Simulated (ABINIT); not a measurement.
# SnO2 (Cassiterite): a self-consistent loop beyond G0W0, cycle by cycle, part 2 of 3

Wanted: G0W0 and self-consistent gaps of SnO2 (Cassiterite), with the cost of the cycles.

ABINIT 10.8.3; PBE and many-body steps on it, plane waves. Known limits of the many-body steps: not at the basis limit; no spin-orbit coupling; coarse k mesh.

So far. Step 5 (evGW0, cycle 1): Against G0W0 in ABINIT (4×4×4 mesh, 81 bands, screening to 106.1 eV, Godby-Needs plasmon pole), the gap moves by +0.292 eV. This first cycle still uses the starting levels; it takes the full correction, at all points of the mesh, and its linearised value is 2.790 eV. Step 6 (evGW0, cycle 2): Against the cycle before, the gap moves by −0.063 eV.

### 7. evGW0, cycle 3

Level of this step: evGW0 on PBE, plane waves, norm-conserving pseudopotentials (ABINIT).

run.abi

```
acell 3*1.0 Angstrom
rprim 
  4.738000000000 0.000000000000 0.000000000000
  0.000000000000 4.738000000000 0.000000000000
  0.000000000000 0.000000000000 3.186500000000
ntypat 2
znucl 50 8
natom 6
typat 1 1 2 2 2 2
xred 
  0.000000000000 0.000000000000 0.000000000000
  0.500000000000 0.500000000000 0.500000000000
  0.307100000000 0.307100000000 0.000000000000
  0.192900000000 0.807100000000 0.500000000000
  0.692900000000 0.692900000000 0.000000000000
  0.807100000000 0.192900000000 0.500000000000
pp_dirpath "pseudos"
pseudos "Sn.upf, O.upf"
ecut 42
ngkpt 4 4 4
nshiftk 1
shiftk 0 0 0
kptopt 1
chksymbreak 0
istwfk *1
occopt 1
irdwfk 1
optdriver 4
nband 81
gwcalctyp 10
ecutsigx 42
symsigma 1
nkptgw 18
kptgw 
  0.0000000000 0.0000000000 0.0000000000
  0.2500000000 0.0000000000 0.0000000000
  0.5000000000 0.0000000000 0.0000000000
  0.2500000000 0.2500000000 0.0000000000
  0.5000000000 0.2500000000 0.0000000000
  0.5000000000 0.5000000000 0.0000000000
  0.0000000000 0.0000000000 0.2500000000
  0.2500000000 0.0000000000 0.2500000000
  0.5000000000 0.0000000000 0.2500000000
  0.2500000000 0.2500000000 0.2500000000
  0.5000000000 0.2500000000 0.2500000000
  0.5000000000 0.5000000000 0.2500000000
  0.0000000000 0.0000000000 0.5000000000
  0.2500000000 0.0000000000 0.5000000000
  0.5000000000 0.0000000000 0.5000000000
  0.2500000000 0.2500000000 0.5000000000
  0.5000000000 0.2500000000 0.5000000000
  0.5000000000 0.5000000000 0.5000000000
bdgw 
  23 40
  23 40
  23 40
  23 40
  23 40
  23 40
  23 40
  23 40
  23 40
  23 40
  23 40
  23 40
  23 40
  23 40
  23 40
  23 40
  23 40
  23 40
ecuteps 3.9
irdscr 1
ppmodel 1
irdqps 1
indata_prefix "in"
outdata_prefix "out"
tmpdata_prefix "tmp"
```

On the command line:

```console
$ OMP_NUM_THREADS=1 mpirun -n 8 abinit run.abi > log
```

The program printed:

```text
.Version 10.8.3 of ABINIT. v10.8.2 released Aug 2026.

 Symmetries : space group P4_2/m n m (#136); Bravais tP (primitive tetrag.)
[... echo of the input left out ...]
== DATASET  1 ==================================================================
-   mpi_nproc: 8, omp_nthreads: 1 (-1 if OMP is not activated)

--- !DatasetInfo
iteration_state: {dtset: 1, }
dimensions: {natom: 6, nkpt: 18, mband: 81, nsppol: 1, nspinor: 1, nspden: 1, mpw: 6312, }
cutoff_energies: {ecut:  42.0, pawecutdg:  -1.0, }
[...]
.  kptgw no:  4; Maximum DeltaE = (  -0.002  -0.000) for band index:  1
[...]
.  kptgw no: 17; Maximum DeltaE = (   0.016   0.000) for band index: 17
.  kptgw no: 18; Maximum DeltaE = (   0.004  -0.002) for band index:  1

== END DATASET(S) ==============================================================
================================================================================

 -outvars: echo values of variables after computation  --------
           etotal      0.0000000000E+00
            nband          81
             nkpt          18
          spgroup         136
 [... the other variables as echoed above ...]

 Calculation completed.
```

The job ended after 3.6 min (8 MPI ranks of Arm Neoverse V2, shared host; peak memory 6.5 GiB).

Numbers from this step:

```yaml
quasiparticle_gap_on_the_mesh: 3.01 eV
gap_of_the_density_functional_on_the_mesh: 1.284 eV
k_of_the_valence_top: 0, 0, 0
k_of_the_conduction_bottom: 0, 0, 0
least_direct_quasiparticle_gap_on_the_computed_points: 3.01 eV
```

Against the cycle before, the gap moves by −0.009 eV.

### 8. Screening, 4×4×4 mesh, 81 bands, screening to 106.1 eV

This step: RPA screening on PBE, plane waves, norm-conserving pseudopotentials.

run.abi

```
acell 3*1.0 Angstrom
rprim 
  4.738000000000 0.000000000000 0.000000000000
  0.000000000000 4.738000000000 0.000000000000
  0.000000000000 0.000000000000 3.186500000000
ntypat 2
znucl 50 8
natom 6
typat 1 1 2 2 2 2
xred 
  0.000000000000 0.000000000000 0.000000000000
  0.500000000000 0.500000000000 0.500000000000
  0.307100000000 0.307100000000 0.000000000000
  0.192900000000 0.807100000000 0.500000000000
  0.692900000000 0.692900000000 0.000000000000
  0.807100000000 0.192900000000 0.500000000000
pp_dirpath "pseudos"
pseudos "Sn.upf, O.upf"
ecut 42
ngkpt 4 4 4
nshiftk 1
shiftk 0 0 0
kptopt 1
chksymbreak 0
istwfk *1
occopt 1
irdwfk 1
optdriver 3
nband 81
ecuteps 3.9
inclvkb 2
awtr 1
symchi 1
gwcalctyp 10
mbpt_sciss 2.540 eV
nqptdm 1
qptdm 
  0 0 0
indata_prefix "in"
outdata_prefix "out"
tmpdata_prefix "tmp"
```

The program printed:

```text
.Version 10.8.3 of ABINIT. v10.8.2 released Aug 2026.

 Symmetries : space group P4_2/m n m (#136); Bravais tP (primitive tetrag.)
[... echo of the input left out ...]
== DATASET  1 ==================================================================
-   mpi_nproc: 8, omp_nthreads: 1 (-1 if OMP is not activated)

--- !DatasetInfo
iteration_state: {dtset: 1, }
dimensions: {natom: 6, nkpt: 18, mband: 81, nsppol: 1, nspinor: 1, nspden: 1, mpw: 6312, }
cutoff_energies: {ecut:  42.0, pawecutdg:  -1.0, }
electrons: {nelect:   6.80000000E+01, charge:   0.00000000E+00, occopt:   1.00000000E+00, tsmear:   1.00000000E-02, }

 SCREENING: Calculation of the susceptibility and dielectric matrices

 Based on a program developped by R.W. Godby, V. Olevano, G. Onida, and L. Reining.
 Incorporated in ABINIT by V. Olevano, G.-M. Rignanese, and M. Torrent.
.Using double precision arithmetic ; gwpc =  8

[... cell and pseudopotentials left out ...]
--------------------------------------------------------------------------------

 ==== K-mesh for the wavefunctions ====
 Number of points in the irreducible wedge :    18
[... list of points left out ...]
 Together with 16 symmetry operations and time-reversal symmetry
 yields    64 points in the full Brillouin Zone.

 ==== Q-mesh for the screening function ====
 Number of points in the irreducible wedge :    18
[... list of points left out ...]
 Together with 16 symmetry operations and time-reversal symmetry
 yields    64 points in the full Brillouin Zone.

 setmesh: FFT mesh size selected  =    36x   36x   24
          total number of points  =        31104

 vcoul_init : cutoff-mode = AUXILIARY_FUNCTION
 q-points for optical limit:   1
     1)      0.000010    0.000020    0.000030

 Dielectric matrix will be calculated only for some
 selected q points provided by the user through the input variables
 nqptdm and qptdm

- screening: taking advantage of time-reversal symmetry
- Maximum band index for partially occupied states nbvw = 34
- Remaining bands to be divided among processors   nbcw = 47
- Number of bands treated by each node ~5

 rdqps: reading QP wavefunctions of the previous step
        looking for file in_QPS
 file not found, 1st iteration initialized with KS eigenelements

 screening : performing a first self-consistency
 update of the energies in W by a scissor operator
 applying a scissor operator of [eV] :   2.540

 Number of electrons calculated from density =   68.0000; Expected =   68.0000
 average of density, n =  0.140867
 r_s =    1.1923
 omega_plasma =   36.2043 [eV]

 calculating chi0 at frequencies [eV] :
  1    0.000000E+00    0.000000E+00
  2    0.000000E+00    3.620427E+01

--------------------------------------------------------------------------------
  q-point number  1        q = ( 0.000000, 0.000000, 0.000000) [r.l.u.]
--------------------------------------------------------------------------------
[... chi0 elements left out ...]
 For q-point:  0.000010 0.000020 0.000030
  dielectric constant =   3.7034
  dielectric constant without local fields =   3.8367

  Average fulfillment of the sum rule on Im[epsilon] for q-point    1 :     34.00  [%]
[... wings left out ...]
== END DATASET(S) ==============================================================
================================================================================

 -outvars: echo values of variables after computation  --------
           etotal      0.0000000000E+00
            nband          81
             nkpt          18
          spgroup         136
 [... the other variables as echoed above ...]

 Calculation completed.
```

Run time: 21 s. Hardware: 8 MPI ranks; peak memory 4 GiB; 2.8 min of CPU time.

Numbers from this step:

- ε∞ with local fields, on this mesh, along the program's q direction: 3.703
- the same without local fields: 3.837
- plasma frequency: 36.20 eV
- plane waves in the screening matrix: 177

This screening uses the functional's bands under a rigid shift, the mean opening of the cycle before.

### 9. Screening, 4×4×4 mesh, 81 bands, screening to 106.1 eV

This step: RPA screening on PBE from quasiparticle energies, plane waves, norm-conserving pseudopotentials.

Edit run.abi of step 8 so:

```diff
@@ -33,7 +33,23 @@
 symchi 1
+irdqps 1
 gwcalctyp 10
-mbpt_sciss 2.540 eV
-nqptdm 1
+nqptdm 17
 qptdm 
-  0 0 0
+  0.2500000000 0.0000000000 0.0000000000
+  0.5000000000 0.0000000000 0.0000000000
+  0.2500000000 0.2500000000 0.0000000000
+  0.5000000000 0.2500000000 0.0000000000
+  0.5000000000 0.5000000000 0.0000000000
+  0.0000000000 0.0000000000 0.2500000000
+  0.2500000000 0.0000000000 0.2500000000
+  0.5000000000 0.0000000000 0.2500000000
+  0.2500000000 0.2500000000 0.2500000000
+  0.5000000000 0.2500000000 0.2500000000
+  0.5000000000 0.5000000000 0.2500000000
+  0.0000000000 0.0000000000 0.5000000000
+  0.2500000000 0.0000000000 0.5000000000
+  0.5000000000 0.0000000000 0.5000000000
+  0.2500000000 0.2500000000 0.5000000000
+  0.5000000000 0.2500000000 0.5000000000
+  0.5000000000 0.5000000000 0.5000000000
 indata_prefix "in"
```

mrgscr.stdin

```
2
merged
q0_SCR
out_SCR
1
```

On the command line:

```console
$ OMP_NUM_THREADS=1 mpirun -n 8 abinit run.abi > log; mrgscr < mrgscr.stdin
```

The program printed:

```text
.Version 10.8.3 of ABINIT. v10.8.2 released Aug 2026.

 Symmetries : space group P4_2/m n m (#136); Bravais tP (primitive tetrag.)
[... echo of the input left out ...]
== DATASET  1 ==================================================================
-   mpi_nproc: 8, omp_nthreads: 1 (-1 if OMP is not activated)

--- !DatasetInfo
iteration_state: {dtset: 1, }
dimensions: {natom: 6, nkpt: 18, mband: 81, nsppol: 1, nspinor: 1, nspden: 1, mpw: 6312, }
cutoff_energies: {ecut:  42.0, pawecutdg:  -1.0, }
[...]
q-point number  1        q = ( 0.250000, 0.000000, 0.000000) [r.l.u.]
--------------------------------------------------------------------------------
[... chi0 elements left out ...]
  Average fulfillment of the sum rule on Im[epsilon] for q-point    2 :     47.12  [%]

--------------------------------------------------------------------------------
  q-point number  2        q = ( 0.500000, 0.000000, 0.000000) [r.l.u.]
--------------------------------------------------------------------------------
[... chi0 elements left out ...]
  Average fulfillment of the sum rule on Im[epsilon] for q-point    3 :     41.56  [%]

 [... 15 further q-points ...]
```

Run time: 57 s. Hardware: 8 MPI ranks; peak memory 3.8 GiB.

Numbers from this step:

```yaml
plasma_frequency: 36.20 eV
plane_waves_in_the_screening_matrix: 177
```

This screening reads the quasiparticle levels of the cycle before.

### 10. evGW, cycle 1

This step: evGW on PBE, plane waves, norm-conserving pseudopotentials.

Edit run.abi of step 9 so:

```diff
@@ -27,12 +27,10 @@
 irdwfk 1
-optdriver 3
+optdriver 4
 nband 81
-ecuteps 3.9
-inclvkb 2
-awtr 1
-symchi 1
-irdqps 1
 gwcalctyp 10
-nqptdm 17
-qptdm 
+ecutsigx 42
+symsigma 1
+nkptgw 18
+kptgw 
+  0.0000000000 0.0000000000 0.0000000000
   0.2500000000 0.0000000000 0.0000000000
@@ -54,2 +52,25 @@
   0.5000000000 0.5000000000 0.5000000000
+bdgw 
+  23 40
+  23 40
+  23 40
+  23 40
+  23 40
+  23 40
+  23 40
+  23 40
+  23 40
+  23 40
+  23 40
+  23 40
+  23 40
+  23 40
+  23 40
+  23 40
+  23 40
+  23 40
+ecuteps 3.9
+irdscr 1
+ppmodel 1
+irdqps 1
 indata_prefix "in"
```

On the command line:

```console
$ OMP_NUM_THREADS=1 mpirun -n 8 abinit run.abi > log
```

The program printed:

```text
.Version 10.8.3 of ABINIT. v10.8.2 released Aug 2026.

 Symmetries : space group P4_2/m n m (#136); Bravais tP (primitive tetrag.)
[... echo of the input left out ...]
== DATASET  1 ==================================================================
-   mpi_nproc: 8, omp_nthreads: 1 (-1 if OMP is not activated)

--- !DatasetInfo
iteration_state: {dtset: 1, }
dimensions: {natom: 6, nkpt: 18, mband: 81, nsppol: 1, nspinor: 1, nspden: 1, mpw: 6312, }
cutoff_energies: {ecut:  42.0, pawecutdg:  -1.0, }
[...]
.  kptgw no:  4; Maximum DeltaE = (   0.162  -0.000) for band index:  1
[...]
.  kptgw no: 17; Maximum DeltaE = (   0.175   0.001) for band index:  1
.  kptgw no: 18; Maximum DeltaE = (   0.179   0.000) for band index:  1

== END DATASET(S) ==============================================================
================================================================================

 -outvars: echo values of variables after computation  --------
           etotal      0.0000000000E+00
            nband          81
             nkpt          18
          spgroup         136
 [... the other variables as echoed above ...]

 Calculation completed.
```

The job ended after 3.6 min (8 MPI ranks; peak memory 6.5 GiB).

Numbers from this step:

```
quasiparticle gap on the mesh                         : 3.424 eV
gap of the density functional on the mesh             : 1.284 eV
k of the valence top                                  : 0, 0, 0
k of the conduction bottom                            : 0, 0, 0
least direct quasiparticle gap on the computed points : 3.424 eV
```

Against G0W0 in ABINIT (4×4×4 mesh, 81 bands, screening to 106.1 eV, Godby-Needs plasmon pole), the gap moves by +0.634 eV.

### 11. Screening, 4×4×4 mesh, 81 bands, screening to 106.1 eV

This step: RPA screening on PBE, plane waves, norm-conserving pseudopotentials.

run.abi

```
acell 3*1.0 Angstrom
rprim 
  4.738000000000 0.000000000000 0.000000000000
  0.000000000000 4.738000000000 0.000000000000
  0.000000000000 0.000000000000 3.186500000000
ntypat 2
znucl 50 8
natom 6
typat 1 1 2 2 2 2
xred 
  0.000000000000 0.000000000000 0.000000000000
  0.500000000000 0.500000000000 0.500000000000
  0.307100000000 0.307100000000 0.000000000000
  0.192900000000 0.807100000000 0.500000000000
  0.692900000000 0.692900000000 0.000000000000
  0.807100000000 0.192900000000 0.500000000000
pp_dirpath "pseudos"
pseudos "Sn.upf, O.upf"
ecut 42
ngkpt 4 4 4
nshiftk 1
shiftk 0 0 0
kptopt 1
chksymbreak 0
istwfk *1
occopt 1
irdwfk 1
optdriver 3
nband 81
ecuteps 3.9
inclvkb 2
awtr 1
symchi 1
gwcalctyp 10
mbpt_sciss 3.002 eV
nqptdm 1
qptdm 
  0 0 0
indata_prefix "in"
outdata_prefix "out"
tmpdata_prefix "tmp"
```

The program printed:

```text
.Version 10.8.3 of ABINIT. v10.8.2 released Aug 2026.

 Symmetries : space group P4_2/m n m (#136); Bravais tP (primitive tetrag.)
[... echo of the input left out ...]
== DATASET  1 ==================================================================
-   mpi_nproc: 8, omp_nthreads: 1 (-1 if OMP is not activated)

--- !DatasetInfo
iteration_state: {dtset: 1, }
dimensions: {natom: 6, nkpt: 18, mband: 81, nsppol: 1, nspinor: 1, nspden: 1, mpw: 6312, }
cutoff_energies: {ecut:  42.0, pawecutdg:  -1.0, }
[...]
[... chi0 elements left out ...]
 For q-point:  0.000010 0.000020 0.000030
  dielectric constant =   3.5989
  dielectric constant without local fields =   3.7243

  Average fulfillment of the sum rule on Im[epsilon] for q-point    1 :     34.53  [%]
[... wings left out ...]
== END DATASET(S) ==============================================================
================================================================================

 -outvars: echo values of variables after computation  --------
           etotal      0.0000000000E+00
            nband          81
             nkpt          18
          spgroup         136
 [... the other variables as echoed above ...]

 Calculation completed.
```

Run time: 21 s. Hardware: 8 MPI ranks; peak memory 3.9 GiB; 2.8 min of CPU time.

Numbers from this step:

* ε∞ with local fields, on this mesh, along the program's q direction: 3.599
* the same without local fields: 3.724
* plasma frequency: 36.20 eV
* plane waves in the screening matrix: 177

This screening uses the functional's bands under a rigid shift, the mean opening of the cycle before.

### 12. Screening, 4×4×4 mesh, 81 bands, screening to 106.1 eV

This step: RPA screening on PBE from quasiparticle energies, plane waves, norm-conserving pseudopotentials.

Edit run.abi of step 11 so:

```diff
@@ -33,7 +33,23 @@
 symchi 1
+irdqps 1
 gwcalctyp 10
-mbpt_sciss 3.002 eV
-nqptdm 1
+nqptdm 17
 qptdm 
-  0 0 0
+  0.2500000000 0.0000000000 0.0000000000
+  0.5000000000 0.0000000000 0.0000000000
+  0.2500000000 0.2500000000 0.0000000000
+  0.5000000000 0.2500000000 0.0000000000
+  0.5000000000 0.5000000000 0.0000000000
+  0.0000000000 0.0000000000 0.2500000000
+  0.2500000000 0.0000000000 0.2500000000
+  0.5000000000 0.0000000000 0.2500000000
+  0.2500000000 0.2500000000 0.2500000000
+  0.5000000000 0.2500000000 0.2500000000
+  0.5000000000 0.5000000000 0.2500000000
+  0.0000000000 0.0000000000 0.5000000000
+  0.2500000000 0.0000000000 0.5000000000
+  0.5000000000 0.0000000000 0.5000000000
+  0.2500000000 0.2500000000 0.5000000000
+  0.5000000000 0.2500000000 0.5000000000
+  0.5000000000 0.5000000000 0.5000000000
 indata_prefix "in"
```

mrgscr.stdin is that of step 9.

On the command line:

```console
$ OMP_NUM_THREADS=1 mpirun -n 8 abinit run.abi > log; mrgscr < mrgscr.stdin
```

The program printed:

```text
.Version 10.8.3 of ABINIT. v10.8.2 released Aug 2026.

 Symmetries : space group P4_2/m n m (#136); Bravais tP (primitive tetrag.)
[... echo of the input left out ...]
== DATASET  1 ==================================================================
-   mpi_nproc: 8, omp_nthreads: 1 (-1 if OMP is not activated)

--- !DatasetInfo
iteration_state: {dtset: 1, }
dimensions: {natom: 6, nkpt: 18, mband: 81, nsppol: 1, nspinor: 1, nspden: 1, mpw: 6312, }
cutoff_energies: {ecut:  42.0, pawecutdg:  -1.0, }
[...]
q-point number  1        q = ( 0.250000, 0.000000, 0.000000) [r.l.u.]
--------------------------------------------------------------------------------
[... chi0 elements left out ...]
  Average fulfillment of the sum rule on Im[epsilon] for q-point    2 :     47.85  [%]

--------------------------------------------------------------------------------
  q-point number  2        q = ( 0.500000, 0.000000, 0.000000) [r.l.u.]
--------------------------------------------------------------------------------
[... chi0 elements left out ...]
  Average fulfillment of the sum rule on Im[epsilon] for q-point    3 :     42.11  [%]

 [... 15 further q-points ...]
```

Elapsed: 55 s, on 8 MPI ranks; peak memory 3.8 GiB; 7.3 min of CPU time.

Numbers from this step:

* plasma frequency: 36.20 eV
* plane waves in the screening matrix: 177

This screening reads the quasiparticle levels of the cycle before.

### 13. evGW, cycle 2

This step: evGW on PBE, plane waves, norm-conserving pseudopotentials.

Edit run.abi of step 12 so:

```diff
@@ -27,12 +27,10 @@
 irdwfk 1
-optdriver 3
+optdriver 4
 nband 81
-ecuteps 3.9
-inclvkb 2
-awtr 1
-symchi 1
-irdqps 1
 gwcalctyp 10
-nqptdm 17
-qptdm 
+ecutsigx 42
+symsigma 1
+nkptgw 18
+kptgw 
+  0.0000000000 0.0000000000 0.0000000000
   0.2500000000 0.0000000000 0.0000000000
@@ -54,2 +52,25 @@
   0.5000000000 0.5000000000 0.5000000000
+bdgw 
+  23 40
+  23 40
+  23 40
+  23 40
+  23 40
+  23 40
+  23 40
+  23 40
+  23 40
+  23 40
+  23 40
+  23 40
+  23 40
+  23 40
+  23 40
+  23 40
+  23 40
+  23 40
+ecuteps 3.9
+irdscr 1
+ppmodel 1
+irdqps 1
 indata_prefix "in"
```

On the command line:

```console
$ OMP_NUM_THREADS=1 mpirun -n 8 abinit run.abi > log
```

The program printed:

```text
.Version 10.8.3 of ABINIT. v10.8.2 released Aug 2026.

 Symmetries : space group P4_2/m n m (#136); Bravais tP (primitive tetrag.)
[... echo of the input left out ...]
== DATASET  1 ==================================================================
-   mpi_nproc: 8, omp_nthreads: 1 (-1 if OMP is not activated)

--- !DatasetInfo
iteration_state: {dtset: 1, }
dimensions: {natom: 6, nkpt: 18, mband: 81, nsppol: 1, nspinor: 1, nspden: 1, mpw: 6312, }
cutoff_energies: {ecut:  42.0, pawecutdg:  -1.0, }
[...]
.  kptgw no:  3; Maximum DeltaE = (   0.018  -0.000) for band index:  1
[...]
.  kptgw no: 17; Maximum DeltaE = (   0.023  -0.000) for band index:  3
.  kptgw no: 18; Maximum DeltaE = (   0.015  -0.001) for band index:  1

== END DATASET(S) ==============================================================
================================================================================

 -outvars: echo values of variables after computation  --------
           etotal      0.0000000000E+00
            nband          81
             nkpt          18
          spgroup         136
 [... the other variables as echoed above ...]

 Calculation completed.
```

The job ended after 3.6 min (8 MPI ranks; peak memory 6.5 GiB).

Numbers from this step:

```
quasiparticle gap on the mesh                         : 3.478 eV
gap of the density functional on the mesh             : 1.284 eV
k of the valence top                                  : 0, 0, 0
k of the conduction bottom                            : 0, 0, 0
least direct quasiparticle gap on the computed points : 3.478 eV
```

Against the cycle before, the gap moves by +0.054 eV.

(Part 2 of 3 ends here.)

[Paths, hosts, dates, memory and timing lines, banners, echoed tables and standing remarks are left out of the program output.]

[Logs are printed without paths, hosts, clocks, repeated set-up lines and the standing remarks that a program may print on its own settings, such as how far it seeks lower states.]

[Runs of the session that timed out or met a known fault of the program may be left out.]

[Hosts, paths, dates, database ids (printed as entryN), source tags and the programs' standing remarks are cut or masked in the printed files.]

[G0W0 gaps are taken among the corrected bands and points alone; a level outside them can change the order at an edge.]

[Where Ansatz stands beside ABINIT at settings called matched, ABINIT's density can come from a denser mesh and the files from another edition; pairs whose starting gaps differed by over 0.03 eV were left out, so agreement reads better than it is.]
